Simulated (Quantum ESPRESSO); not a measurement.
## MnSi: which magnetic order is lowest

Does MnSi prefer parallel or opposed moments, or none?

Method: PBE; plane waves with GBRV 1.5 PBE potentials, no spin-orbit coupling, in Quantum ESPRESSO 7.5.

The database entry behind the starting cell differs from later determinations by our own check (0.1 to 0.3 % short, probably kX units), so it need not match the best structure at ambient conditions.

## 1. Starting point

It takes space group P2_13 (No. 198, cubic). Conventional cell: a = 4.548 Å, b = 4.548 Å, c = 4.548 Å, α = 90.00°, β = 90.00°, γ = 90.00°. Nearest to Mn lie 7 Si at 2.30 to 2.53 Å. Si has 7 Mn at 2.30 to 2.53 Å nearest. Farther neighbours are not listed.

Structure file:

```cif
data_structure
_symmetry_space_group_name_H-M 'P 1'
_symmetry_Int_Tables_number 1
_cell_length_a 4.5480
_cell_length_b 4.5480
_cell_length_c 4.5480
_cell_angle_alpha 90.000
_cell_angle_beta 90.000
_cell_angle_gamma 90.000
_cell_volume 94.07
loop_
_atom_site_label
_atom_site_type_symbol
_atom_site_fract_x
_atom_site_fract_y
_atom_site_fract_z
_atom_site_occupancy
Mn1 Mn 0.13800 0.13800 0.13800 1
Mn2 Mn 0.36200 0.86200 0.63800 1
Mn3 Mn 0.63800 0.36200 0.86200 1
Mn4 Mn 0.86200 0.63800 0.36200 1
Si5 Si 0.84600 0.84600 0.84600 1
Si6 Si 0.65400 0.15400 0.34600 1
Si7 Si 0.34600 0.65400 0.15400 1
Si8 Si 0.15400 0.34600 0.65400 1
```

The cell comes from the Crystallography Open Database.

## 2. Run 1 (ferro ++++)

The signs are those of the starting moments on the seeded atoms, the atoms that are given a moment.

The input, pw.in:

```
&CONTROL
  calculation = 'scf'
  prefix = 'pwscf'
  outdir = './tmp'
  pseudo_dir = './pseudo'
  disk_io = 'nowf'
/
&SYSTEM
  ibrav = 0
  celldm(1) = 8
  nat = 8
  ntyp = 2
  ecutwfc = 40
  ecutrho = 280
  nbnd = 57
  occupations = 'smearing'
  smearing = 'fd'
  degauss = 0.00367493
  nspin = 2
  starting_magnetization(1) = 0.2333
  starting_magnetization(2) = 0
/
&ELECTRONS
  conv_thr = 1.6d-08
  electron_maxstep = 150
  mixing_beta = 0.3
/
ATOMIC_SPECIES
Mn     54.9380 mn_pbe_v1.5.uspp.F.UPF
Si     28.0850 si_pbe_v1.uspp.F.UPF
CELL_PARAMETERS alat
   1.0743093018498    0.0000000000000    0.0000000000000
   0.0000000000000    1.0743093018498    0.0000000000000
   0.0000000000000    0.0000000000000    1.0743093018498
ATOMIC_POSITIONS crystal
Mn      0.1380000000    0.1380000000    0.1380000000
Mn      0.3620000000    0.8620000000    0.6380000000
Mn      0.6380000000    0.3620000000    0.8620000000
Mn      0.8620000000    0.6380000000    0.3620000000
Si      0.8460000000    0.8460000000    0.8460000000
Si      0.6540000000    0.1540000000    0.3460000000
Si      0.3460000000    0.6540000000    0.1540000000
Si      0.1540000000    0.3460000000    0.6540000000
K_POINTS automatic
8 8 8 0 0 0
```

Launch:

```sh
$ OMP_NUM_THREADS=1 mpirun -n 4 pw.x -nk 4 -in pw.in > pw.out
```

The log of the run:

```text
Program PWSCF v.7.5 starts

     Message from routine setup:
     using ibrav=0 with symmetry is DISCOURAGED, use correct ibrav instead

     K-points division:     npool     =       4
     Subspace diagonalization in iterative solution of the eigenvalue problem:

     G-vector sticks info
     --------------------
     sticks:   dense  smooth     PW     G-vecs:    dense   smooth      PW
     Sum        1649     949    293                50181    21823    3695

     Using Slab Decomposition

     bravais-lattice index     =            0
     lattice parameter (alat)  =       8.0000  a.u.
     unit-cell volume          =     634.8308 (a.u.)^3
     number of atoms/cell      =            8
     number of atomic types    =            2
     number of electrons       =        76.00
     number of Kohn-Sham states=           57
     kinetic-energy cutoff     =      40.0000  Ry
     charge density cutoff     =     280.0000  Ry
     scf convergence threshold =      1.6E-08
     mixing beta               =       0.3000
     number of iterations used =            8  plain     mixing
     Exchange-correlation= SLA  PW   PBE  PBE
                           (   1   4   3   4   0   0   0)

     celldm(1)=   8.000000  celldm(2)=   0.000000  celldm(3)=   0.000000
     celldm(4)=   0.000000  celldm(5)=   0.000000  celldm(6)=   0.000000

     crystal axes: (cart. coord. in units of alat)
               a(1) = (   1.074309   0.000000   0.000000 )
               a(2) = (   0.000000   1.074309   0.000000 )
               a(3) = (   0.000000   0.000000   1.074309 )

     reciprocal axes: (cart. coord. in units 2 pi/alat)
               b(1) = (  0.930831  0.000000  0.000000 )
               b(2) = (  0.000000  0.930831  0.000000 )
               b(3) = (  0.000000  0.000000  0.930831 )

     PseudoPot. # 1 for Mn read from file:
     mn_pbe_v1.5.uspp.F.UPF
     Pseudo is Ultrasoft + core correction, Zval = 15.0
     Generated by new atomic code, or converted to UPF format
     Using radial grid of  859 points,  6 beta functions with:
                l(1) =   0
                l(2) =   0
                l(3) =   1
                l(4) =   1
                l(5) =   2
                l(6) =   2
     Q(r) pseudized with  8 coefficients,  rinner =    0.950   0.950   0.950
                                                       0.950   0.950

     PseudoPot. # 2 for Si read from file:
     si_pbe_v1.uspp.F.UPF
     Pseudo is Ultrasoft + core correction, Zval =  4.0
     Generated by new atomic code, or converted to UPF format
     Using radial grid of  899 points,  6 beta functions with:
                l(1) =   0
                l(2) =   0
                l(3) =   1
                l(4) =   1
                l(5) =   2
                l(6) =   2
     Q(r) pseudized with  8 coefficients,  rinner =    0.900   0.900   0.900
                                                       0.900   0.900

     atomic species   valence    mass     pseudopotential
     Mn               15.00    54.93800     Mn( 1.00)
     Si                4.00    28.08500     Si( 1.00)

     Starting magnetic structure
     atomic species   magnetization
     Mn              0.233
     Si              0.000

     12 Sym. Ops. (no inversion) found ( 9 have fractional translation)

   Cartesian axes

     site n.     atom                  positions (alat units)
         1        Mn     tau(   1) = (   0.1482547   0.1482547   0.1482547  )
         2        Mn     tau(   2) = (   0.3889000   0.9260546   0.6854093  )
         3        Mn     tau(   3) = (   0.6854093   0.3889000   0.9260546  )
         4        Mn     tau(   4) = (   0.9260546   0.6854093   0.3889000  )
         5        Si     tau(   5) = (   0.9088657   0.9088657   0.9088657  )
         6        Si     tau(   6) = (   0.7025983   0.1654436   0.3717110  )
         7        Si     tau(   7) = (   0.3717110   0.7025983   0.1654436  )
         8        Si     tau(   8) = (   0.1654436   0.3717110   0.7025983  )

     number of k points=    45  Fermi-Dirac smearing, width (Ry)=  0.0037
                       cart. coord. in units 2pi/alat
        k(    1) = (   0.0000000   0.0000000   0.0000000), wk =   0.0019531
        k(    2) = (   0.0000000   0.0000000   0.1163538), wk =   0.0117188
        k(    3) = (   0.0000000   0.0000000   0.2327077), wk =   0.0117188
        k(    4) = (   0.0000000   0.0000000   0.3490615), wk =   0.0117188
        k(    5) = (   0.0000000   0.0000000  -0.4654153), wk =   0.0058594
        [... 40 further k-points ...]

     Dense  grid:    50181 G-vectors     FFT dimensions: (  48,  48,  48)

     Smooth grid:    21823 G-vectors     FFT dimensions: (  36,  36,  36)

     Check: negative core charge=   -0.000039
     Generating pointlists ...
     new r_m :   0.2241 (alat units)  1.7930 (a.u.) for type    1
     new r_m :   0.2241 (alat units)  1.7930 (a.u.) for type    2

     Initial potential from superposition of free atoms

     starting charge      73.9970, renormalised to      76.0000
     Starting wfcs are   68 randomized atomic wfcs

     Self-consistent Calculation

     iteration #  1     ecut=    40.00 Ry     beta= 0.30
     Davidson diagonalization with overlap
     ethr =  1.00E-02,  avg # of iterations =  4.5

     total energy              =    -881.37758371 Ry
     estimated scf accuracy    <       7.35347717 Ry

     total magnetization       =     6.44 Bohr mag/cell
     absolute magnetization    =     7.68 Bohr mag/cell

     iteration #  2     ecut=    40.00 Ry     beta= 0.30
     Davidson diagonalization with overlap
     ethr =  9.68E-03,  avg # of iterations =  2.2

     total energy              =    -882.96490633 Ry
     estimated scf accuracy    <       3.54176775 Ry

     total magnetization       =     8.08 Bohr mag/cell
     absolute magnetization    =     9.33 Bohr mag/cell

     iteration #  3     ecut=    40.00 Ry     beta= 0.30
     Davidson diagonalization with overlap
     ethr =  4.66E-03,  avg # of iterations =  1.1

     total energy              =    -883.44009504 Ry
     estimated scf accuracy    <       0.10551768 Ry

     total magnetization       =     7.92 Bohr mag/cell
     absolute magnetization    =     9.30 Bohr mag/cell

     [... further iterations left out ...]

     iteration # 18     ecut=    40.00 Ry     beta= 0.30
     Davidson diagonalization with overlap
     ethr =  4.69E-09,  avg # of iterations =  1.9

     total energy              =    -883.48887304 Ry
     estimated scf accuracy    <       0.00000053 Ry

     total magnetization       =     3.96 Bohr mag/cell
     absolute magnetization    =     4.66 Bohr mag/cell

     iteration # 19     ecut=    40.00 Ry     beta= 0.30
     Davidson diagonalization with overlap
     ethr =  6.97E-10,  avg # of iterations =  2.1

     total energy              =    -883.48887307 Ry
     estimated scf accuracy    <       0.00000024 Ry

     total magnetization       =     3.96 Bohr mag/cell
     absolute magnetization    =     4.66 Bohr mag/cell

     iteration # 20     ecut=    40.00 Ry     beta= 0.30
     Davidson diagonalization with overlap
     ethr =  3.14E-10,  avg # of iterations =  2.9

     total energy              =    -883.48887333 Ry
     estimated scf accuracy    <       0.00000003 Ry

     total magnetization       =     3.96 Bohr mag/cell
     absolute magnetization    =     4.66 Bohr mag/cell

     iteration # 21     ecut=    40.00 Ry     beta= 0.30
     Davidson diagonalization with overlap
     ethr =  3.67E-11,  avg # of iterations =  2.3

     Magnetic moment per site  (integrated on atomic sphere of radius R)
     atom   1 (R=0.224)  charge= 12.9844  magn=  1.0145
     atom   2 (R=0.224)  charge= 12.9844  magn=  1.0145
     atom   3 (R=0.224)  charge= 12.9844  magn=  1.0145
     atom   4 (R=0.224)  charge= 12.9844  magn=  1.0145
     atom   5 (R=0.224)  charge=  1.7464  magn= -0.0454
     atom   6 (R=0.224)  charge=  1.7464  magn= -0.0454
     atom   7 (R=0.224)  charge=  1.7464  magn= -0.0454
     atom   8 (R=0.224)  charge=  1.7464  magn= -0.0454

     End of self-consistent calculation

     [... lines left out ...]
     the Fermi energy is    15.6390 ev

!    total energy              =    -883.48887336 Ry
     estimated scf accuracy    <          1.9E-09 Ry
     smearing contrib. (-TS)   =      -0.00262452 Ry
     internal energy E=F+TS    =    -883.48624884 Ry

     The total energy is F=E-TS. E is the sum of the following terms:
     one-electron contribution =    -460.87492825 Ry
     hartree contribution      =     271.72845683 Ry
     xc contribution           =    -124.10844305 Ry
     ewald contribution        =    -570.23133436 Ry

     total magnetization       =     3.96 Bohr mag/cell
     absolute magnetization    =     4.66 Bohr mag/cell

     convergence has been achieved in  21 iterations

=------------------------------------------------------------------------------=
   JOB DONE.
=------------------------------------------------------------------------------=
```

Elapsed: 94 s, on 4 MPI ranks of Intel Xeon Platinum 8375C at 2.90GHz (Ice Lake), shared host; peak memory 0.73 GiB.

Spin moment in the atom's sphere by atom:

```tsv
atom	spin moment in the atom's sphere (μB)
Mn1	1.01
Mn2	1.01
Mn3	1.01
Mn4	1.01
Si5	-0.05
Si6	-0.05
Si7	-0.05
Si8	-0.05
```

Read from the output:

- smearing term TS: 0.03571 eV
- magnetization: 3.96 μB
- absolute magnetization: 4.663 μB
- final state: ferromagnetic

Spin density in the ac plane at fractional y = 0.138, with atoms of Mn and Si within 0.2 Å of it.

Ten even steps from '0' (0.0 e/Å³) to '9' (1.5 e/Å³), each cell a mean:
```
00000000000000
00000000000000
00000000000000
00000000000000
00000000000000
00000000000000
00000000000000
00000000000000
00000000000000
01100000000000
15510000000000
39951000000000
25951000000000
01310000000000
```
Columns run along a (4.5 Å), rows up along c (4.5 Å). Atoms in or near the plane, at fractional coordinates: Mn at (0.14, 0.14), Si at (0.65, 0.35).

Valence density in the ac plane at fractional y = 0.138, with atoms of Mn and Si within 0.2 Å of it. It is the smooth field of the valence electrons, not physical close to the nuclei.

Values in e/Å³, 14 rows by 14 columns, each cell a mean:
```
 0  1  1  0  0  0  0  0  0  0  0  0  0  0
 0  0  0  0  0  0  0  0  0  0  0  0  0  0
 0  0  0  0  0  0  0  0  0  0  0  0  0  0
 0  0  0  0  0  0  0  0  0  0  0  0  0  0
 0  0  0  0  0  0  0  0  0  0  0  0  0  0
 0  0  0  0  0  0  0  0  0  0  0  0  0  0
 0  0  0  0  0  0  0  0  0  0  0  0  0  0
 0  0  0  0  0  0  0  0  0  0  0  0  0  0
 0  0  0  0  0  0  0  0  0  1  0  0  0  0
 1  1  2  1  0  0  0  0  0  1  0  0  0  0
 2  9 11  4  1  0  0  0  0  0  0  0  0  1
 5 16 16 11  2  0  0  0  0  0  0  0  0  1
 4 14 16  9  1  0  0  0  0  0  0  0  0  1
 1  4  5  2  1  0  0  0  0  0  0  0  0  0
```
Columns run along a (4.5 Å), rows up along c (4.5 Å). Atoms in or near the plane, at fractional coordinates: Mn at (0.14, 0.14), Si at (0.65, 0.35).

(Continued in part 2 of 2.)

[Logs and program files are shortened in this print: banners, set-up blocks, solver, clock and traceback lines can be left out without a mark of their own.]

[Logs are printed without paths, hosts, clocks, repeated set-up lines and the standing remarks that a program may print on its own settings, such as how far it seeks lower states.]

[Hosts, paths, dates, database ids (printed as entryN), source tags and the programs' standing remarks are cut or masked in the printed files.]

[Where a cell is said to come from a database of computed structures, the database is the Materials Project.]
